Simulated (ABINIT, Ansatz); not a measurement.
# ScHO2 (P6_3/mmc): G0W0 with ABINIT, start to end, part 2 of 3

Aim: the G0W0 gap of ScHO2 (P6_3/mmc) on PBEsol, step by step.

ABINIT 10.8.3; PBEsol and many-body steps on it, plane waves. Known limits of the many-body steps: not at the basis limit; coarse k mesh.

So far. Step 2 (Ground state): The gap is indirect, with the least direct gap 0.39 eV higher.

## (3) Bands along the symmetry lines

Level of this step: DFT, PBEsol, plane waves, norm-conserving pseudopotentials (ABINIT).

Levels along a band path, at the cheap level, show where the edges lie and whether the meshes to come will hold them.

run.abi reads:

```
acell 3*1.0 Angstrom
rprim 
  3.233532062406 -0.000000000001 0.000000000000
  -1.616766031202 2.800320909996 0.000000000000
  0.000000000000 0.000000000000 9.062126000000
ntypat 3
znucl 21 1 8
natom 8
typat 1 1 2 2 3 3 3 3
xred 
  0.000000000000 0.000000000000 0.500000000000
  0.000000000000 0.000000000000 0.000000000000
  0.666666666667 0.333333333333 0.750000000000
  0.333333333333 0.666666666667 0.250000000000
  0.666666666667 0.333333333333 0.615588000000
  0.666666666667 0.333333333333 0.884412000000
  0.333333333333 0.666666666667 0.115588000000
  0.333333333333 0.666666666667 0.384412000000
pp_dirpath "pseudos"
pseudos "Sc.upf, H.upf, O.upf"
ecut 36
iscf -2
irdden 1
kptopt 0
nkpt 39
kpt 
  0.00000000 0.00000000 0.00000000
  0.12500000 0.00000000 0.00000000
  0.25000000 0.00000000 0.00000000
  0.37500000 0.00000000 0.00000000
  0.50000000 0.00000000 0.00000000
  0.45833333 0.08333333 0.00000000
  0.41666666 0.16666666 0.00000000
  0.37500000 0.25000000 0.00000000
  0.33333333 0.33333333 0.00000000
  0.25000000 0.25000000 0.00000000
  0.16666666 0.16666666 0.00000000
  0.08333333 0.08333333 0.00000000
  0.00000000 0.00000000 0.00000000
  0.00000000 0.00000000 0.12500000
  0.00000000 0.00000000 0.25000000
  0.00000000 0.00000000 0.37500000
  0.00000000 0.00000000 0.50000000
  0.12500000 0.00000000 0.50000000
  0.25000000 0.00000000 0.50000000
  0.37500000 0.00000000 0.50000000
  0.50000000 0.00000000 0.50000000
  0.45833333 0.08333333 0.50000000
  0.41666666 0.16666666 0.50000000
  0.37500000 0.25000000 0.50000000
  0.33333333 0.33333333 0.50000000
  0.25000000 0.25000000 0.50000000
  0.16666666 0.16666666 0.50000000
  0.08333333 0.08333333 0.50000000
  0.00000000 0.00000000 0.50000000
  0.50000000 0.00000000 0.50000000
  0.50000000 0.00000000 0.37500000
  0.50000000 0.00000000 0.25000000
  0.50000000 0.00000000 0.12500000
  0.50000000 0.00000000 0.00000000
  0.33333333 0.33333333 0.50000000
  0.33333333 0.33333333 0.37500000
  0.33333333 0.33333333 0.25000000
  0.33333333 0.33333333 0.12500000
  0.33333333 0.33333333 0.00000000
istwfk *1
nband 31
nbdbuf 2
tolwfr 1e-08
nstep 40
prtwf 0
prtvol 0
indata_prefix "in"
outdata_prefix "out"
tmpdata_prefix "tmp"
```

Launch:

```
$ OMP_NUM_THREADS=1 mpirun -n 4 abinit run.abi > log
```

Numbers of over 12 decimals in the logs are rounded to 6 here.

The log of the run:

```text
.Version 10.8.3 of ABINIT. v10.8.2 released Aug 2026.

 Symmetries : space group P6_3/m m c (#194); Bravais hP (primitive hexag.)
[... echo of the input left out ...]
== DATASET  1 ==================================================================
-   mpi_nproc: 4, omp_nthreads: 1 (-1 if OMP is not activated)

--- !DatasetInfo
iteration_state: {dtset: 1, }
dimensions: {natom: 8, nkpt: 39, mband: 31, nsppol: 1, nspinor: 1, nspden: 1, mpw: 5747, }
cutoff_energies: {ecut:  36.0, pawecutdg:  -1.0, }
electrons: {nelect:   4.80000000E+01, charge:   0.00000000E+00, occopt:   1.00000000E+00, tsmear:   1.00000000E-02, }

 Real(R)+Recip(G) space primitive vectors, cartesian coordinates (Bohr,Bohr^-1):
 R(1)=  6.1104900  0.0000000  0.0000000  G(1)=  0.1636530  0.0944851  0.0000000
 R(2)= -3.0552450  5.2918396  0.0000000  G(2)=  0.0000000  0.1889702  0.0000000
 R(3)=  0.0000000  0.0000000 17.1249363  G(3)=  0.0000000  0.0000000  0.0583944
 Unit cell volume ucvol=  5.5374737E+02 bohr^3
 Angles (23,13,12)=  9.00000000E+01  9.00000000E+01  1.20000000E+02 degrees

 getcut: wavevector=  0.0000  0.0000  0.0000  ngfft=  36  36  96
         ecut(hartree)=     36.000   => boxcut(ratio)=   2.07552

--- Pseudopotential description ------------------------------------------------
- Sc Generated using ONCVPSP code by D. R. Hamann
- 21.00000  11.00000  180301                  znucl, zion, pspdat
12 -116133 2 -1 1642                          pspcod,pspxc,lmax,lloc,mmax
     nproj     2     2     2
  pspatm : epsatm=   13.58981452
         --- l  ekb(1:nproj) -->
             0   10.810997    0.948773
             1    2.871172    0.364831
             2   -4.789751   -1.321945
 pspatm: atomic psp has been read  and splines computed

- H Generated using ONCVPSP code by D. R. Hamann
-  1.00000   1.00000  180301                  znucl, zion, pspdat
12 -116133 1 -1 1180                          pspcod,pspxc,lmax,lloc,mmax
     nproj     2     1     0
  pspatm : epsatm=    0.35585368
         --- l  ekb(1:nproj) -->
[...]
1   -0.494138
 pspatm: atomic psp has been read  and splines computed

- O Generated using ONCVPSP code by D. R. Hamann
-  8.00000   6.00000  180301                  znucl, zion, pspdat
12 -116133 2 -1 936                           pspcod,pspxc,lmax,lloc,mmax
     nproj     2     2     1
  pspatm : epsatm=    6.22910120
         --- l  ekb(1:nproj) -->
[...]
2   -1.335834
 pspatm: atomic psp has been read  and splines computed

--------------------------------------------------------------------------------

================================================================================
 prteigrs : about to open file out_EIG
 Non-SCF case, kpt    1 (  0.00000  0.00000  0.00000), residuals and eigenvalues=
  7.65E-09  6.85E-09  2.07E-09  3.88E-09  2.33E-09  4.29E-09  2.35E-09  2.98E-09
[...]
2.8549E-01  3.0530E-01  3.0899E-01  3.0899E-01  3.2241E-01  3.2241E-01
  3.8465E-01

--- !ResultsGS
iteration_state: {dtset: 1, }
comment   : Summary of ground state results
lattice_vectors:
- [  6.1104900,  -0.0000000,   0.0000000, ]
- [ -3.0552450,   5.2918396,   0.0000000, ]
- [  0.0000000,   0.0000000,  17.1249363, ]
lattice_lengths: [   6.11049,    6.11049,   17.12494, ]
lattice_angles: [ 90.000,  90.000, 120.000, ] # degrees, (23, 13, 12)
lattice_volume:   5.5374737E+02
convergence: {deltae:  0.000E+00, res2:  0.000E+00, residm:  9.994E-09, diffor:  0.000E+00, }
etotal    :  -1.64193880E+02
entropy   :   0.00000000E+00
fermie    :   1.16128286E-01
cartesian_stress_tensor: null
pressure_GPa: null
xred      :
- [  0.0000E+00,   0.0000E+00,   5.0000E-01, Sc]
- [  0.0000E+00,   0.0000E+00,   5.5511E-17, Sc]
- [  6.6667E-01,   3.3333E-01,   7.5000E-01,  H]
- [  3.3333E-01,   6.6667E-01,   2.5000E-01,  H]
- [  6.6667E-01,   3.3333E-01,   6.1559E-01,  O]
- [  6.6667E-01,   3.3333E-01,   8.8441E-01,  O]
- [  3.3333E-01,   6.6667E-01,   1.1559E-01,  O]
- [  3.3333E-01,   6.6667E-01,   3.8441E-01,  O]
cartesian_forces: null
force_length_stats: {min: null, max: null, mean: null, }

 Integrated electronic density in atomic spheres:
 ------------------------------------------------
 Atom  Sphere_radius  Integrated_density
[...]
================================================================================

 ----iterations are completed or convergence reached----

 Mean square residual over all n,k,spin=   62.361E-10; max=  99.945E-10
 reduced coordinates (array xred) for    8 atoms
[...]
0.333333333333      0.666666666667      0.115588000000
       0.333333333333      0.666666666667      0.384412000000

 cartesian coordinates (angstrom) at end:
    1      0.000000     0.000000     4.531063
    2      0.000000     0.000000     0.000000
    3      1.616766     0.933440     6.796595
[...]
7      6.7e-13     1.866881     1.047473
    8      6.7e-13     1.866881     3.483590
 length scales=  1.889726125908  1.889726125908  1.889726125908 bohr
              =  1.000000000000  1.000000000000  1.000000000000 angstroms
 prteigrs : about to open file out_EIG
 Eigenvalues (hartree) for nkpt=  39  k points:
 kpt#   1, nband= 31, wtk=  1.00000, kpt=  0.0000  0.0000  0.0000 (reduced coord)
[...]
kpt#   2, nband= 31, wtk=  1.00000, kpt=  0.1250  0.0000  0.0000 (reduced coord)
[...]
kpt#   3, nband= 31, wtk=  1.00000, kpt=  0.2500  0.0000  0.0000 (reduced coord)
[...]
kpt#  38, nband= 31, wtk=  1.00000, kpt=  0.3333  0.3333  0.1250 (reduced coord)
[...]
0.28616    0.30444    0.30915    0.30915    0.32226    0.32226    0.38499
 kpt#  39, nband= 31, wtk=  1.00000, kpt=  0.3333  0.3333  0.0000 (reduced coord)
[...]
-0.49711   -0.49711   -0.45272   -0.45272   -0.07295   -0.07295    0.01745    0.01745
   0.01977    0.03354    0.03354    0.04606    0.06333    0.07946    0.07946    0.09375
   0.28549    0.30530    0.30899    0.30899    0.32241    0.32241    0.38465

== END DATASET(S) ==============================================================
================================================================================

 -outvars: echo values of variables after computation  --------
            nband          31
             nkpt          39
          spgroup         194
 [... the other variables as echoed above ...]

 Calculation completed.
```

Run time: 68 s. Hardware: 4 MPI ranks of Arm Neoverse V1, shared host; peak memory 0.39 GiB.

Numbers from this step:

* gap: 3.698 eV
* k of the valence top: 0.25, 0, 0
* k of the conduction bottom: 0.5, 0, 0
* least direct gap: 4.087 eV

The gap is 3.698 eV, +0.006 eV from the run before at this level.

Electronic bands along the path, in eV, zero at the top of the highest filled band:

| point | band 21 | band 22 | band 23 | band 24 | band 25 | band 26 | band 27 | band 28 |
| --- | --- | --- | --- | --- | --- | --- | --- | --- |
| Γ | -0.54 | -0.13 | -0.09 | -0.09 | 4.58 | 4.78 | 4.78 | 4.86 |
| halfway | -1.06 | -0.99 | -0.53 | 0.00 | 4.17 | 4.76 | 5.12 | 5.43 |
| M | -1.25 | -1.03 | -0.78 | -0.44 | 3.70 | 4.59 | 5.52 | 5.70 |
| halfway | -1.28 | -1.26 | -0.96 | -0.48 | 4.12 | 4.89 | 5.35 | 5.60 |
| K | -1.43 | -0.99 | -0.99 | -0.60 | 4.61 | 5.15 | 5.25 | 5.25 |
| halfway | -1.29 | -1.04 | -0.81 | -0.03 | 4.50 | 4.70 | 5.03 | 5.24 |
| Γ | -0.54 | -0.13 | -0.09 | -0.09 | 4.58 | 4.78 | 4.78 | 4.86 |
| halfway | -0.47 | -0.44 | -0.15 | -0.15 | 4.70 | 4.80 | 4.80 | 4.85 |
| A | -0.30 | -0.30 | -0.30 | -0.30 | 4.82 | 4.82 | 4.82 | 4.82 |
| halfway | -0.75 | -0.75 | -0.74 | -0.74 | 4.46 | 4.46 | 5.38 | 5.38 |
| L | -0.96 | -0.96 | -0.96 | -0.96 | 4.16 | 4.16 | 5.60 | 5.60 |
| halfway | -1.23 | -1.23 | -0.89 | -0.89 | 4.50 | 4.50 | 5.45 | 5.45 |
| H | -1.07 | -1.07 | -0.91 | -0.91 | 4.87 | 4.87 | 5.29 | 5.29 |
| halfway | -0.99 | -0.99 | -0.72 | -0.72 | 4.77 | 4.77 | 4.96 | 4.96 |
| A | -0.30 | -0.30 | -0.30 | -0.30 | 4.82 | 4.82 | 4.82 | 4.82 |
| jump to L | -0.96 | -0.96 | -0.96 | -0.96 | 4.16 | 4.16 | 5.60 | 5.60 |
| halfway | -1.14 | -1.05 | -0.82 | -0.61 | 3.84 | 4.47 | 5.54 | 5.67 |
| M | -1.25 | -1.03 | -0.78 | -0.44 | 3.70 | 4.59 | 5.52 | 5.70 |
| jump to H | -1.07 | -1.07 | -0.91 | -0.91 | 4.87 | 4.87 | 5.29 | 5.29 |
| halfway | -1.22 | -1.03 | -1.03 | -0.69 | 4.69 | 5.07 | 5.27 | 5.27 |
| K | -1.43 | -0.99 | -0.99 | -0.60 | 4.61 | 5.15 | 5.25 | 5.25 |

## (4) Empty states on the mesh, 3×3×1 mesh, 171 bands

The sums over transitions need many empty states on a uniform mesh; this step solves for them.

run.abi reads:

```
acell 3*1.0 Angstrom
rprim 
  3.233532062406 -0.000000000001 0.000000000000
  -1.616766031202 2.800320909996 0.000000000000
  0.000000000000 0.000000000000 9.062126000000
ntypat 3
znucl 21 1 8
natom 8
typat 1 1 2 2 3 3 3 3
xred 
  0.000000000000 0.000000000000 0.500000000000
  0.000000000000 0.000000000000 0.000000000000
  0.666666666667 0.333333333333 0.750000000000
  0.333333333333 0.666666666667 0.250000000000
  0.666666666667 0.333333333333 0.615588000000
  0.666666666667 0.333333333333 0.884412000000
  0.333333333333 0.666666666667 0.115588000000
  0.333333333333 0.666666666667 0.384412000000
pp_dirpath "pseudos"
pseudos "Sc.upf, H.upf, O.upf"
ecut 36
ngkpt 3 3 1
nshiftk 1
shiftk 0 0 0
kptopt 1
chksymbreak 0
iscf -2
irdden 1
istwfk *1
nband 171
nbdbuf 14
tolwfr 1e-09
nstep 60
prtvol 0
indata_prefix "in"
outdata_prefix "out"
tmpdata_prefix "tmp"
```

The log of the run:

```text
.Version 10.8.3 of ABINIT. v10.8.2 released Aug 2026.

 Symmetries : space group P6_3/m m c (#194); Bravais hP (primitive hexag.)
[... echo of the input left out ...]
== DATASET  1 ==================================================================
-   mpi_nproc: 4, omp_nthreads: 1 (-1 if OMP is not activated)
-    --> not optimal distribution: autoparal keyword recommended in input file <--

--- !DatasetInfo
iteration_state: {dtset: 1, }
dimensions: {natom: 8, nkpt: 3, mband: 171, nsppol: 1, nspinor: 1, nspden: 1, mpw: 5730, }
cutoff_energies: {ecut:  36.0, pawecutdg:  -1.0, }
electrons: {nelect:   4.80000000E+01, charge:   0.00000000E+00, occopt:   1.00000000E+00, tsmear:   1.00000000E-02, }

 Real(R)+Recip(G) space primitive vectors, cartesian coordinates (Bohr,Bohr^-1):
 R(1)=  6.1104900  0.0000000  0.0000000  G(1)=  0.1636530  0.0944851  0.0000000
 R(2)= -3.0552450  5.2918396  0.0000000  G(2)=  0.0000000  0.1889702  0.0000000
 R(3)=  0.0000000  0.0000000 17.1249363  G(3)=  0.0000000  0.0000000  0.0583944
 Unit cell volume ucvol=  5.5374737E+02 bohr^3
 Angles (23,13,12)=  9.00000000E+01  9.00000000E+01  1.20000000E+02 degrees

 getcut: wavevector=  0.0000  0.0000  0.0000  ngfft=  36  36  96
         ecut(hartree)=     36.000   => boxcut(ratio)=   2.07552

--- Pseudopotential description ------------------------------------------------
- Sc Generated using ONCVPSP code by D. R. Hamann
- 21.00000  11.00000  180301                  znucl, zion, pspdat
12 -116133 2 -1 1642                          pspcod,pspxc,lmax,lloc,mmax
     nproj     2     2     2
  pspatm : epsatm=   13.58981452
         --- l  ekb(1:nproj) -->
             0   10.810997    0.948773
             1    2.871172    0.364831
             2   -4.789751   -1.321945
 pspatm: atomic psp has been read  and splines computed

- H Generated using ONCVPSP code by D. R. Hamann
-  1.00000   1.00000  180301                  znucl, zion, pspdat
12 -116133 1 -1 1180                          pspcod,pspxc,lmax,lloc,mmax
     nproj     2     1     0
  pspatm : epsatm=    0.35585368
         --- l  ekb(1:nproj) -->
[...]
1   -0.494138
 pspatm: atomic psp has been read  and splines computed

- O Generated using ONCVPSP code by D. R. Hamann
-  8.00000   6.00000  180301                  znucl, zion, pspdat
12 -116133 2 -1 936                           pspcod,pspxc,lmax,lloc,mmax
     nproj     2     2     1
  pspatm : epsatm=    6.22910120
         --- l  ekb(1:nproj) -->
[...]
2   -1.335834
 pspatm: atomic psp has been read  and splines computed

--------------------------------------------------------------------------------

================================================================================
 prteigrs : about to open file out_EIG
 Non-SCF case, kpt    1 (  0.00000  0.00000  0.00000), residuals and eigenvalues=
[...]
1.26E-10  9.22E-11  1.30E-10  9.67E-11  1.34E-10  1.28E-10  1.22E-10  1.18E-10
[...]
-1.6159E+00 -1.6159E+00 -8.3966E-01 -8.3895E-01 -8.2652E-01 -8.2652E-01
 -8.2651E-01 -8.2651E-01 -5.2451E-01 -4.9394E-01 -4.8272E-01 -4.4273E-01
 -1.1871E-01 -5.2063E-02  2.0522E-02  2.4716E-02  2.4716E-02  3.4842E-02
[...]
2.7625E+00  2.7693E+00  2.7948E+00  2.8003E+00  2.8003E+00  2.8071E+00
  2.8219E+00  2.8270E+00  2.8270E+00  2.8497E+00  2.8497E+00  2.8809E+00
[...]
prteigrs : prtvol=0 or 1, do not print more k-points.

--- !ResultsGS
iteration_state: {dtset: 1, }
comment   : Summary of ground state results
lattice_vectors:
- [  6.1104900,  -0.0000000,   0.0000000, ]
- [ -3.0552450,   5.2918396,   0.0000000, ]
- [  0.0000000,   0.0000000,  17.1249363, ]
lattice_lengths: [   6.11049,    6.11049,   17.12494, ]
lattice_angles: [ 90.000,  90.000, 120.000, ] # degrees, (23, 13, 12)
lattice_volume:   5.5374737E+02
convergence: {deltae:  0.000E+00, res2:  0.000E+00, residm:  9.889E-10, diffor:  0.000E+00, }
etotal    :  -1.64193880E+02
entropy   :   0.00000000E+00
fermie    :   1.16128286E-01
cartesian_stress_tensor: null
pressure_GPa: null
xred      :
- [  0.0000E+00,   0.0000E+00,   5.0000E-01, Sc]
- [  0.0000E+00,   0.0000E+00,   5.5511E-17, Sc]
- [  6.6667E-01,   3.3333E-01,   7.5000E-01,  H]
- [  3.3333E-01,   6.6667E-01,   2.5000E-01,  H]
- [  6.6667E-01,   3.3333E-01,   6.1559E-01,  O]
- [  6.6667E-01,   3.3333E-01,   8.8441E-01,  O]
- [  3.3333E-01,   6.6667E-01,   1.1559E-01,  O]
- [  3.3333E-01,   6.6667E-01,   3.8441E-01,  O]
cartesian_forces: null
force_length_stats: {min: null, max: null, mean: null, }

 Integrated electronic density in atomic spheres:
 ------------------------------------------------
 Atom  Sphere_radius  Integrated_density
[...]
================================================================================

 ----iterations are completed or convergence reached----

 Mean square residual over all n,k,spin=   32.181E-11; max=  98.891E-11
 reduced coordinates (array xred) for    8 atoms
[...]
0.333333333333      0.666666666667      0.384412000000

 cartesian coordinates (angstrom) at end:
    1      0.000000     0.000000     4.531063
    2      0.000000     0.000000     0.000000
    3      1.616766     0.933440     6.796595
[...]
7      6.7e-13     1.866881     1.047473
    8      6.7e-13     1.866881     3.483590
 length scales=  1.889726125908  1.889726125908  1.889726125908 bohr
              =  1.000000000000  1.000000000000  1.000000000000 angstroms
 prteigrs : about to open file out_EIG
 Eigenvalues (hartree) for nkpt=   3  k points:
 kpt#   1, nband=171, wtk=  0.11111, kpt=  0.0000  0.0000  0.0000 (reduced coord)
[...]
2.70918    2.71595    2.71595    2.76249    2.76249    2.76925    2.79483    2.80032
   2.80032    2.80714    2.82190    2.82701    2.82701    2.84972    2.84972    2.88094
   2.88355    2.88592    2.89676
 prteigrs : prtvol=0 or 1, do not print more k-points.

== END DATASET(S) ==============================================================
================================================================================

 -outvars: echo values of variables after computation  --------
            nband         171
             nkpt           3
          spgroup         194
 [... the other variables as echoed above ...]

 Calculation completed.
```

Run time: 56 s. Hardware: 4 MPI ranks; peak memory 0.36 GiB; 3.7 min of CPU time.

Numbers from this step:

```yaml
gap: 4.026 eV
k_of_the_valence_top: 0, 0, 0
k_of_the_conduction_bottom: 0.3333, 0, 0
least_direct_gap: 4.082 eV
k_points_computed: 3
lowest_point_of_the_top_converged_band_above_the_valence_top: 71.7099 eV
```

On this mesh the gap is 4.026 eV. The earlier step found 3.692 eV, so this mesh misses an edge.

## (5) Screening, 3×3×1 mesh, 157 bands, screening to 176.9 eV

The RPA dielectric matrix is built and inverted for each q.

This step: RPA screening on PBEsol, plane waves, norm-conserving pseudopotentials.

run.abi: that of step 4 with these lines changed.

```diff
@@ -26,10 +26,11 @@
 chksymbreak 0
-iscf -2
-irdden 1
 istwfk *1
-nband 171
-nbdbuf 14
-tolwfr 1e-09
-nstep 60
-prtvol 0
+occopt 1
+irdwfk 1
+optdriver 3
+nband 157
+ecuteps 6.5
+inclvkb 2
+awtr 1
+symchi 1
 indata_prefix "in"
```

The log of the run:

```text
.Version 10.8.3 of ABINIT. v10.8.2 released Aug 2026.

 Symmetries : space group P6_3/m m c (#194); Bravais hP (primitive hexag.)
[... echo of the input left out ...]
== DATASET  1 ==================================================================
-   mpi_nproc: 4, omp_nthreads: 1 (-1 if OMP is not activated)

--- !DatasetInfo
iteration_state: {dtset: 1, }
dimensions: {natom: 8, nkpt: 3, mband: 157, nsppol: 1, nspinor: 1, nspden: 1, mpw: 5730, }
cutoff_energies: {ecut:  36.0, pawecutdg:  -1.0, }
electrons: {nelect:   4.80000000E+01, charge:   0.00000000E+00, occopt:   1.00000000E+00, tsmear:   1.00000000E-02, }

 SCREENING: Calculation of the susceptibility and dielectric matrices

 Based on a program developped by R.W. Godby, V. Olevano, G. Onida, and L. Reining.
 Incorporated in ABINIT by V. Olevano, G.-M. Rignanese, and M. Torrent.
.Using double precision arithmetic ; gwpc =  8

[... cell and pseudopotentials left out ...]
--------------------------------------------------------------------------------

 ==== K-mesh for the wavefunctions ====
 Number of points in the irreducible wedge :     3
[... list of points left out ...]
 Together with 24 symmetry operations and time-reversal symmetry
 yields     9 points in the full Brillouin Zone.

 ==== Q-mesh for the screening function ====
 Number of points in the irreducible wedge :     3
[... list of points left out ...]
 Together with 24 symmetry operations and time-reversal symmetry
 yields     9 points in the full Brillouin Zone.

 setmesh: FFT mesh size selected  =    24x   24x   72
          total number of points  =        41472

 vcoul_init : cutoff-mode = AUXILIARY_FUNCTION
 q-points for optical limit:   1
     1)      0.000010    0.000020    0.000030

- screening: taking advantage of time-reversal symmetry
- Maximum band index for partially occupied states nbvw = 24
- Remaining bands to be divided among processors   nbcw = 133
- Number of bands treated by each node ~33

 Number of electrons calculated from density =   48.0000; Expected =   48.0000
 average of density, n =  0.086682
 r_s =    1.4017
 omega_plasma =   28.4001 [eV]

 calculating chi0 at frequencies [eV] :
  1    0.000000E+00    0.000000E+00
  2    0.000000E+00    2.840013E+01

--------------------------------------------------------------------------------
  q-point number  1        q = ( 0.000000, 0.000000, 0.000000) [r.l.u.]
--------------------------------------------------------------------------------
[... chi0 elements left out ...]
 For q-point:  0.000010 0.000020 0.000030
  dielectric constant =   4.1083
  dielectric constant without local fields =   4.4515

  Average fulfillment of the sum rule on Im[epsilon] for q-point    1 :     67.13  [%]
[... wings left out ...]
  q-point number  2        q = ( 0.333333, 0.000000, 0.000000) [r.l.u.]
--------------------------------------------------------------------------------
[... chi0 elements left out ...]
  Average fulfillment of the sum rule on Im[epsilon] for q-point    2 :     66.56  [%]

 [... 1 further q-points ...]
```

Wall time 35 s (4 MPI ranks); peak memory 0.99 GiB.

This step gave:

- ε∞ with local fields, on this mesh, along the program's q direction: 4.108
- the same without local fields: 4.452
- plasma frequency: 28.40 eV
- plane waves in the screening matrix: 451

Local fields lower ε∞ by 8 %. On a Γ-centred mesh this coarse the value itself is usually too large, while a short band sum pulls it down.

(Continued in part 3 of 3.)

[Paths, hosts, dates, memory and timing lines, banners, echoed tables and standing remarks are left out of the program output.]

[Logs are printed without paths, hosts, clocks, repeated set-up lines and the standing remarks that a program may print on its own settings, such as how far it seeks lower states.]

[Runs of the session that timed out or met a known fault of the program may be left out.]

[Hosts, paths, dates, database ids (printed as entryN), source tags and the programs' standing remarks are cut or masked in the printed files.]

[G0W0 gaps are taken among the corrected bands and points alone; a level outside them can change the order at an edge.]

[Where Ansatz stands beside ABINIT at settings called matched, ABINIT's density can come from a denser mesh and the files from another edition; pairs whose starting gaps differed by over 0.03 eV were left out, so agreement reads better than it is.]
